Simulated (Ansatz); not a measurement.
# Tc (P6_3/mmc, 2 atoms in the cell): phonons and vibrational spectra, part 2 of 2

Aim: the vibrations of Tc (P6_3/mmc, 2 atoms in the cell), their spectra, and whether the structure is stable.

Ansatz 0.2.0; DFT PBEsol, scalar-relativistic, plane waves, PAW.

So far. Step 3 (Relaxing to small forces for the phonons): The forces vanish by symmetry and the pressure is -0.003 GPa, within the tolerances set. The cell now holds 14.00 Å³/atom. The relaxed cell has a = 2.723, c = 4.360 Å (conventional setting).

### Step 4. Zone-centre response

The zone centre comes first: it holds the modes that light can see, as far as symmetry allows. No field response is asked, since the mesh shows no gap.

input.yaml reads:

```yaml
crystal:
  lattice:
    - [2.7232050311, 0.0, 0.0]
    - [-1.3616025156, 2.3583647366, 0.0]
    - [0.0, 0.0, 4.3596213506]
  atoms:
    - { symbol: Tc, position: [0.3333333333, 0.6666666667, 0.25] }
    - { symbol: Tc, position: [0.6666666667, 0.3333333333, 0.75] }
kpoints:
  mp_grid: { grid: [18, 18, 12] }
hamiltonian:
  xc: pbesol
scf:
  occupations: { method: methfessel_paxton, width: 0.2 }
output:
  eigenvalues: true
phonons:
  method: dfpt
```

Started as:

```
$ ansatz run input.yaml --threads 4 --pin off --max-ram 10240MiB --backend cpu --events-out ev --progress --plain --runs-dir out
```

Numbers of over 12 decimals in the logs are rounded to 6 here.

Log:

```text
zone centre: on kpoints.mp_grid the ground state, and the responses unless they are solved on pairs of k-points, stand on 637 of the mesh's 3888 k-points, reduced under 4 symmetry operations, with k and −k counted as one. Each operation leaves every solved displacement unchanged or reverses it
[...]
Crystal: 2 atoms, lattice volume = 27.999 Å³
Basis set: ecut = 500 eV, 699 PW (Γ), exchange–correlation on 40×40×64 points (8 copies of the dense FFT grid, shifted against one another)
Bands: 19, of which v1, the nominal top of the filled ones, is band 15 counted from 1 (14 counted from 0)
Symmetry: 24 space group operations
k-points: 637 of 3888 (irreducible under 4 space group operations, time reversal used)
[...]
SCF iter   1: F=—  HF=-10675.745936 eV  |F-HF|=—  |Δ(HF+E_count)|=         —  Δρ=6.11e-2  dr2=1.00e0  ethr=3.10e-3  ⟨swp⟩=4.9  Hψ=52144  notcnv=0
[...]
SCF iter   8: F=-10675.374612 eV  HF=-10675.374612 eV  |F-HF|=3.64e-12  |Δ(HF+E_count)|=  7.28e-12  S|Δr|=    0.00e0  Δρ=5.80e-8  dr2=4.61e-13  ethr=1.00e-12  ⟨swp⟩=5.8  Hψ=51672  notcnv=0
SCF 1 converged in 8 iterations: F = -10675.374612 eV  dr2 = 4.61e-13
[...]
DFPT response loops at Γ: preconditioner auto → Kerker (q_TF=auto, 2.760 Å⁻¹) (partly filled bands, converged f_vac=0.000); β = 1.00, the filter's whole step (`scf.mixing.beta` (0.50) is not read by the response loops under this deck's `scf.mixing.preconditioner`; to damp them name `kerker` or `kerker_dos`, under which they read `scf.mixing.beta`, and type it under 1.00, their step now; both keys bind the ground state too); Broyden in place of MSR1
SCF converged after 8 iterations
[...]
Free energy (F): -10675.374612 eV
[...]
Internal energy: -10675.377496 eV  (E = F + TS)
E sigma→0 (E₀):  -10675.375333 eV
Entropy (-TS):   0.002885 eV (1.442 meV/atom)
Fermi energy:    22.793058 eV
Step filling:    the computed levels leave a gap of 0.0000 eV = 0.0 smearing widths at the electron count; against every level under it full and every level over it empty, smearing changes F+E_penalty+E_count by +1.754 meV and its σ→0 estimate by +1.032 meV
[...]
--- Band table (eV; the first three rows and the last of 637) ---
  k-point 0: bands = [... 11 lower, 21.1932, 21.2870, 21.9463, 21.9463, 22.6599, 22.6599, 24.5335, 25.4333]
  k-point 1: bands = [... 11 lower, 21.1480, 21.2436, 21.8968, 21.8968, 22.7725, 22.7725, 24.2957, 25.4418]
  k-point 2: bands = [... 11 lower, 21.0536, 21.1230, 21.7625, 21.7625, 23.0646, 23.0646, 23.6746, 25.4491]
  k-point 636: bands = [... 11 lower, 19.8720, 21.0395, 21.0395, 22.5537, 22.5537, 25.9906, 25.9906, 29.0845]
--- Phonons (Γ-DFPT): 2 representative perturbations + reference, on 637 of 3888 k-points (Σ response iterations 6) ---
  k mesh reduced under 4 symmetry operations, with k and −k counted as one. Each operation leaves every solved displacement unchanged or reverses it
  ASR residual: 7.195e-5 → 0.000e0 eV/Å²; symmetrization residual: 7.310e-10 eV/Å²
  ASR residual per site (eV/Å²): 7.19e-5 7.19e-5
  Γ frequencies (cm⁻¹): 0.00 0.00 0.00 72.64 147.17 147.17
  non-analytic LO–TO correction: not included (Born effective charges unavailable; polar crystals: no LO–TO splitting at Γ)
```

Run time: 15 s. Hardware: 4 threads of Intel Xeon 6975P-C (Granite Rapids), shared host; peak memory 1.6 GiB.

This step gave:

```
sum-rule residual before enforcement                    : 7.19e-5 eV/Å²
point group                                             : 6/mmm
highest optical mode at the zone centre (no LO-TO term) : 147.2 cm⁻¹
lowest optical zone-centre mode                         : 72.64 cm⁻¹
```

Patterns of degenerate modes are one choice out of their space. Modes at Γ:

| mode | frequency (cm⁻¹) | symmetry |
| --- | --- | --- |
| 1 | 0.0 | acoustic |
| 2 | 0.0 | acoustic |
| 3 | 0.0 | acoustic |
| 4 | 72.6 | B1g |
| 5 | 147.2 | E2g |
| 6 | 147.2 | E2g |

Displacements in mode 4 (72.6 cm⁻¹), the largest set to 1:
```
Tc1  0.00  0.00 -1.00
Tc2  0.00  0.00  1.00
```

Displacements in mode 5 (147.2 cm⁻¹), the largest set to 1:
```
Tc1  1.00  0.00  0.00
Tc2 -1.00  0.00  0.00
```

Before it was imposed, the acoustic sum rule was missed by 7.2e-5 eV/Å². Small misses are needed for a sound result but don't prove that mesh and cutoff are converged. The lowest optical mode is real, 72.6 cm⁻¹.

### Step 5. The dispersion

Stability and thermal properties need the whole zone. Linear response on a 6×6×4 q mesh gives force constants as far as a supercell of that size would.

input.yaml, the sections that differ from step 4:

```yaml
phonons:
  method: dfpt
  qmesh: [6, 6, 4]
  temperatures: { t_max: 1000, t_step: 50 }
  qpath:
    path:
      - [[0.0, 0.0, 0.0], [0.5, 0.0, 0.0], [0.33333333, 0.33333333, 0.0], [0.0, 0.0, 0.0], [0.0, 0.0, 0.5], [0.5, 0.0, 0.5], [0.33333333, 0.33333333, 0.5], [0.0, 0.0, 0.5]]
      - [[0.5, 0.0, 0.5], [0.5, 0.0, 0.0]]
      - [[0.33333333, 0.33333333, 0.5], [0.33333333, 0.33333333, 0.0]]
    npoints: 10
# crystal, kpoints, hamiltonian, scf, output: as in step 4
```

Log:

```text
[...]
Crystal: 2 atoms, lattice volume = 27.999 Å³
Basis set: ecut = 500 eV, 699 PW (Γ), exchange–correlation on 40×40×64 points (8 copies of the dense FFT grid, shifted against one another)
Bands: 19, of which v1, the nominal top of the filled ones, is band 15 counted from 1 (14 counted from 0)
Symmetry: 24 space group operations
k-points: 259 of 3888
[...]
SCF iter   1: F=—  HF=-10675.745939 eV  |F-HF|=—  |Δ(HF+E_count)|=         —  Δρ=6.11e-2  dr2=1.00e0  ethr=3.10e-3  ⟨swp⟩=4.9  Hψ=21188  notcnv=0
[...]
SCF iter   8: F=-10675.374612 eV  HF=-10675.374612 eV  |F-HF|=0.00e0  |Δ(HF+E_count)|=  3.64e-12  S|Δr|=    0.00e0  Δρ=5.71e-8  dr2=4.49e-13  ethr=1.00e-12  ⟨swp⟩=5.7  Hψ=21035  notcnv=0
SCF 1 converged in 8 iterations: F = -10675.374612 eV  dr2 = 4.49e-13
[...]
NSCF: frozen V_eff on 259 k-points
[...]
DFPT response loops at q = (0, 0, 0) (fractional): preconditioner auto → Kerker (q_TF=auto, 2.760 Å⁻¹) (partly filled bands, converged f_vac=0.000); β = 1.00, the filter's whole step (`scf.mixing.beta` (0.50) is not read by the response loops under this deck's `scf.mixing.preconditioner`; to damp them name `kerker` or `kerker_dos`, under which they read `scf.mixing.beta`, and type it under 1.00, their step now; both keys bind the ground state too); Broyden in place of MSR1
[...]
SCF converged after 8 iterations
[...]
Free energy (F): -10675.374612 eV
[...]
Internal energy: -10675.377496 eV  (E = F + TS)
E sigma→0 (E₀):  -10675.375333 eV
Entropy (-TS):   0.002885 eV (1.442 meV/atom)
Fermi energy:    22.793058 eV
[...]
--- Band table (eV; the first three rows and the last of 259) ---
  k-point 0: bands = [... 11 lower, 21.1932, 21.2870, 21.9463, 21.9463, 22.6599, 22.6599, 24.5335, 25.4333]
  k-point 1: bands = [... 11 lower, 21.1480, 21.2436, 21.8968, 21.8968, 22.7725, 22.7725, 24.2957, 25.4418]
  k-point 2: bands = [... 11 lower, 21.0536, 21.1230, 21.7625, 21.7625, 23.0646, 23.0646, 23.6746, 25.4491]
  k-point 258: bands = [... 11 lower, 19.4188, 20.9905, 20.9905, 22.7017, 22.7017, 25.5055, 25.5055, 32.3753]
--- Phonons (Γ-DFPT): 2 representative perturbations + reference (Σ response iterations 6) ---
  ASR residual: 7.186e-5 → 0.000e0 eV/Å²; symmetrization residual: 7.310e-10 eV/Å²
  ASR residual per site (eV/Å²): 7.19e-5 7.19e-5
  Γ frequencies (cm⁻¹): 0.00 0.00 0.00 72.64 147.17 147.17
--- Phonons (arbitrary-q DFPT): 21 irreducible q on the 6×6×4 mesh ---
  q = [0.0000, 0.0000, 0.0000] (star 1, of the zone-centre solve; hermiticity 1.87e-10, symmetrization 9.37e-11): -0.00 -0.00 0.00 72.64 147.17 147.17
  q = [0.0000, 0.0000, 0.2500] (star 2, 2 solved perturbations in 1536 linear systems a pass and spin channel, the states on 1092 of 3888 k-point pairs; hermiticity 4.54e-9, symmetrization 2.27e-9): 63.62 63.62 116.44 116.44 124.94 220.20
[...]
q = [0.0000, 0.1667, 0.0000] (star 6, 3 solved perturbations on 1197 of 3888 k-point pairs; hermiticity 7.79e-7, symmetrization 6.10e-7): 78.91 80.65 138.03 145.33 145.98 181.49
[...]
sum rule: each row above includes the acoustic sum rule's correction from the zone centre's row sums; it moved no ω² by more than (0.45 cm⁻¹)²
  mesh force constants: q→R imaginary residual 1.36e-16; ASR residual 7.186e-5 → 0.000e0 eV/Å²; symmetrization residual 1.243e-14 eV/Å²
  interpolated dispersion: 93 rows × 6 modes
  density of states and harmonic sums: on the 30×30×16 q-mesh, interpolated from the force constants of a 6×6×4 supercell (no non-analytic term)
  largest difference from the sums on the solved wave vectors: F 5.02e-3 eV, S 6.80e-6 and C_V 1.78e-6 eV/K
  zero-point energy: 0.062865 eV/cell   skipped modes (ω ≤ 0): 3   left out of the sums: 3.47e-5 of the cell's modes: C_V's classical limit lies that fraction below 3 k_B per atom; for a crystal, a wire or a layer, F and S can be off by more, and a phonons.interpolated_qmesh denser along its periods is the remedy for the sampling
```

Wall time 10 min (4 threads); peak memory 5.8 GiB.

This step gave:

```yaml
lowest_frequency_on_the_path: 0 cm⁻¹
highest_frequency_on_the_path_or_at_a_solved_wavevector: 245.3 cm⁻¹
mean_frequency: 169 cm⁻¹
debye_temperature_second_moment: 324 K
logarithmic_mean_frequency: 162.9 cm⁻¹
lowest_mode_on_the_q_mesh_acoustic_modes_at_gamma_apart: 63.62 cm⁻¹
zero_point_energy_per_atom: 31.43 meV
heat_capacity_at_300_k: 23.55 J/(mol atoms K)
vibrational_entropy_at_300_k: 31.82 J/(mol atoms K)
```

Frequencies (cm⁻¹) solved at each irreducible wavevector; negative means imaginary. Frequencies by wavevector, by row:

| q in reciprocal lattice units | star | mode 1 | mode 2 | mode 3 | mode 4 | mode 5 | mode 6 |
| --- | --- | --- | --- | --- | --- | --- | --- |
| 0 0 0 | 1 | 0 | 0 | 0 | 72.6 | 147.2 | 147.2 |
| 0 0 0.25 | 2 | 63.6 | 63.6 | 116.4 | 116.4 | 124.9 | 220.2 |
| 0 0 -0.5 | 1 | 104.3 | 104.3 | 104.3 | 104.3 | 213.3 | 213.3 |
| 0 0.1667 0 | 6 | 78.9 | 80.7 | 138 | 145.3 | 146 | 181.5 |
| 0 0.1667 0.25 | 12 | 97.8 | 101.1 | 129.3 | 161.8 | 176.9 | 201.8 |
| 0 0.1667 -0.5 | 6 | 122.5 | 122.5 | 138.8 | 138.8 | 216.6 | 216.6 |
| 0 0.3333 0 | 6 | 120.7 | 125.9 | 152.2 | 187 | 212.7 | 220.8 |
| 0 0.3333 0.25 | 12 | 132 | 135.8 | 148 | 180.8 | 217.3 | 221.4 |
| 0 0.3333 -0.5 | 6 | 149.4 | 149.4 | 150.6 | 150.6 | 225.8 | 225.8 |
| 0 -0.5 0 | 3 | 120.6 | 137.2 | 158.2 | 214 | 241.1 | 245.3 |
| 0 -0.5 0.25 | 6 | 135.4 | 145.3 | 155.5 | 179.6 | 229 | 239 |
| 0 -0.5 -0.5 | 3 | 130.3 | 130.3 | 148.1 | 148.1 | 222.7 | 222.7 |
| 0.1667 0.1667 0 | 6 | 123.1 | 127 | 146.8 | 162 | 203.9 | 211.6 |
| 0.1667 0.1667 0.25 | 12 | 116.4 | 128.1 | 155.3 | 178.6 | 210 | 218.1 |
| 0.1667 0.1667 -0.5 | 6 | 133.5 | 133.5 | 156.5 | 156.5 | 216.7 | 216.7 |
| 0.1667 0.3333 0 | 12 | 148 | 152.6 | 173.4 | 200 | 227.1 | 232.7 |
| 0.1667 0.3333 0.25 | 24 | 128.2 | 156.6 | 166.8 | 179.5 | 224.6 | 235.3 |
| 0.1667 0.3333 -0.5 | 12 | 108.2 | 108.2 | 170.4 | 170.4 | 223 | 223 |
| 0.3333 0.3333 0 | 2 | 176.4 | 193.6 | 193.6 | 194.5 | 230.9 | 230.9 |
| 0.3333 0.3333 0.25 | 4 | 145.3 | 145.3 | 184.3 | 192.6 | 236.8 | 236.8 |
| 0.3333 0.3333 -0.5 | 2 | 63.7 | 63.7 | 200.4 | 200.4 | 225.8 | 225.8 |

Interpolated from a 6×6×4 q mesh. The phonon branches at the labelled points (cm⁻¹):

| point | branch 1 | branch 2 | branch 3 | branch 4 | branch 5 | branch 6 |
| --- | --- | --- | --- | --- | --- | --- |
| Γ | 0 | 0 | 0 | 73 | 147 | 147 |
| halfway | 107 | 112 | 147 | 165 | 187 | 202 |
| M | 121 | 137 | 158 | 214 | 241 | 245 |
| halfway | 150 | 158 | 175 | 209 | 233 | 238 |
| K | 176 | 194 | 194 | 194 | 231 | 231 |
| halfway | 123 | 127 | 147 | 162 | 204 | 212 |
| Γ | 0 | 0 | 0 | 73 | 147 | 147 |
| halfway | 64 | 64 | 116 | 116 | 125 | 220 |
| A | 104 | 104 | 104 | 104 | 213 | 213 |
| halfway | 139 | 139 | 156 | 156 | 219 | 219 |
| L | 130 | 130 | 148 | 148 | 223 | 223 |
| halfway | 98 | 98 | 172 | 172 | 226 | 226 |
| H | 64 | 64 | 200 | 200 | 226 | 226 |
| halfway | 134 | 134 | 156 | 156 | 217 | 217 |
| A | 104 | 104 | 104 | 104 | 213 | 213 |
| jump to L | 130 | 130 | 148 | 148 | 223 | 223 |
| halfway | 135 | 145 | 156 | 180 | 229 | 239 |
| M | 121 | 137 | 158 | 214 | 241 | 245 |
| jump to H | 64 | 64 | 200 | 200 | 226 | 226 |
| halfway | 145 | 145 | 184 | 193 | 237 | 237 |
| K | 176 | 194 | 194 | 194 | 231 | 231 |

The phonon branches as a text plot (rows in cm⁻¹):

```
    240 |      *****             *                        ***  *
    230 |     **   *****          *     **  ****         **  ** *
    220 |     *         **          ****  **    *******  *
    210 |    *  ****     *         *                   **   *
    199 |    * *    ****  *     * *           ***          * *
    189 |   * *     ***** **                     *            ***
    179 |  * *     **** *                    *    *       *    **
    169 |   *     *** ** *  *               *
    158 | *   **** *    ** *     *    **           **     ***  *
    148 |*****    *     * * ***        *****         *   **
    138 |  *    ***      ***   *     **  *         *      ***
    128 |  *  **               **         **        * *  * *  *
    118 |    *****          *       **            *  *      *
    107 | *               * *   *****       *         ***
     97 | * *                     *
     87 |*  *              * *   *           *   *           *
     77 |  *               *  *               * *
     66 |                                      *
     56 |                   ** *
     46 |**                     *
     36 |
     26 |*                   * *
     15 |
      5 |                     *
         Γ      M    K        Γ   A       L    H       A|L M|H  K
```

Tetrahedra on a 30×30×16 mesh, mean over bins of 2 cm-1. Interpolated from a 6×6×4 q mesh. The phonon density of states by wavenumber; read off at these points:

| wavenumber (cm⁻¹) | phonon density of states (1/cm⁻¹/cell) |
| --- | --- |
| 10.0 | 3.0e-5 |
| 20.0 | 1.8e-4 |
| 30.0 | 4.1e-4 |
| 40.0 | 7.7e-4 |
| 50.0 | 0.00123 |
| 60.0 | 0.00184 |
| 70.0 | 0.00309 |
| 80.0 | 0.00505 |
| 90.0 | 0.00765 |
| 100.0 | 0.0119 |
| 110.0 | 0.0215 |
| 120.0 | 0.0385 |
| 130.0 | 0.0595 |
| 140.0 | 0.0472 |
| 145.0 | 0.0562 |
| 150.0 | 0.0519 |
| 157.0 | 0.0577 |
| 160.0 | 0.0517 |
| 170.0 | 0.0414 |
| 180.0 | 0.0446 |
| 190.0 | 0.0280 |
| 200.0 | 0.0184 |
| 210.0 | 0.0231 |
| 220.0 | 0.0580 |
| 223.0 | 0.0877 |
| 230.0 | 0.0583 |
| 240.0 | 0.0200 |

Second derivatives of the energy by pair, one row for each kind of neighbour of each atom listed. Each entry sums the pair over the periodic images of the supercell that the q mesh stands for, and in a polar crystal it holds the long-range dipole part too. Force constants by pair, by row:

| atom | neighbour | distance (Å) | third of the trace (eV/Å²) | along the pair's line (eV/Å²) |
| --- | --- | --- | --- | --- |
| Tc1 | itself | 0 | 10.96 | – |
| Tc1 | Tc | 2.688 | -0.4569 | -1.864 |
| Tc1 | Tc | 2.723 | -0.7198 | -2.631 |
| Tc1 | Tc | 3.826 | 0.056 | 0.0092 |
| Tc1 | Tc | 4.36 | 0.0772 | -0.1099 |
| Tc1 | Tc | 4.696 | -0.0553 | -0.1691 |
| Tc1 | Tc | 4.717 | -0.0489 | -0.1799 |
| Tc1 | Tc | 5.14 | -0.2441 | -0.6931 |
| Tc1 | Tc | 5.446 | -0.0736 | -0.2477 |
| Tc2 | itself | 0 | 10.96 | – |
| Tc2 | Tc | 2.688 | -0.4569 | -1.864 |
| Tc2 | Tc | 2.723 | -0.7198 | -2.631 |
| Tc2 | Tc | 3.826 | 0.056 | 0.0092 |
| Tc2 | Tc | 4.36 | 0.0772 | -0.1099 |
| Tc2 | Tc | 4.696 | -0.0553 | -0.1691 |
| Tc2 | Tc | 4.717 | -0.0489 | -0.1799 |
| Tc2 | Tc | 5.14 | -0.2441 | -0.6931 |
| Tc2 | Tc | 5.446 | -0.0736 | -0.2477 |

Harmonic thermodynamic functions per atom, from the density of states. Interpolated from a 6×6×4 q mesh. Thermodynamic functions, by row:

| T (K) | F_vib (meV/atom) | S (J/mol-atom/K) | C_V (J/mol-atom/K) |
| --- | --- | --- | --- |
| 0 | 31.43 | 0 | 0 |
| 50 | 31.21 | 1.887 | 5.619 |
| 100 | 28.42 | 9.218 | 15.59 |
| 200 | 11.53 | 22.55 | 21.96 |
| 300 | -16.91 | 31.82 | 23.55 |
| 400 | -53.6 | 38.68 | 24.14 |
| 500 | -96.6 | 44.1 | 24.43 |
| 600 | -144.7 | 48.57 | 24.58 |
| 700 | -197.1 | 52.37 | 24.68 |
| 800 | -253.1 | 55.67 | 24.74 |
| 900 | -312.3 | 58.59 | 24.78 |
| 1000 | -374.4 | 61.2 | 24.81 |

Harmonic mean-square displacement, third of the trace. Interpolated from a 6×6×4 q mesh. Mean square displacements, by row:

| T (K) | Tc1 U_eq (Å²) | Tc2 U_eq (Å²) |
| --- | --- | --- |
| 0 | 0.00111 | 0.00111 |
| 100 | 0.00149 | 0.00149 |
| 300 | 0.00349 | 0.00349 |
| 600 | 0.00678 | 0.00678 |

Symmetry leaves 21 wavevectors to solve. The lowest mode among them, the acoustic zeros apart, lies at q = (0, 0, 0.25) and is real, 63.6 cm⁻¹.

### Step 6. Outcome

| Item | Value |
| --- | --- |
| space group after relaxation (within 0.01 Å) | P6_3/mmc |
| volume per atom | 14.0 Å³ |
| electronic character | no gap on this mesh |
| highest optical mode at the zone centre (no LO-TO term) | 147 cm⁻¹ |
| lowest optical zone-centre mode | 72.6 cm⁻¹ |
| lowest mode on the q mesh (acoustic modes at Γ apart) | 63.6 cm⁻¹ |
| highest frequency on the path or at a solved wavevector | 245 cm⁻¹ |
| zero-point energy per atom | 31.4 meV |
| heat capacity at 300 K | 23.5 J/(mol atoms K) |
| vibrational entropy at 300 K | 31.8 J/(mol atoms K) |
| Debye temperature (second moment) | 324 K |
| imaginary modes on the 6×6×4 q mesh | none |

**Reading.** The structure is a minimum as far as tested: no mode is imaginary at the 21 irreducible wavevectors of the 6×6×4 mesh, and the softest away from the acoustic zeros lies at 64 cm⁻¹. The optical modes at Γ span 73 to 147 cm⁻¹. With no gap, or one that is small against the smearing, the frequencies hang on the k mesh and the smearing, most of all near Kohn anomalies. These are harmonic frequencies at zero temperature: anharmonic shifts, linewidths and thermal expansion are left out.

[Logs are printed without paths, hosts, clocks, repeated set-up lines and the standing remarks that a program may print on its own settings, such as how far it seeks lower states.]

[Hosts, paths, dates, database ids (printed as entryN), source tags and the programs' standing remarks are cut or masked in the printed files.]
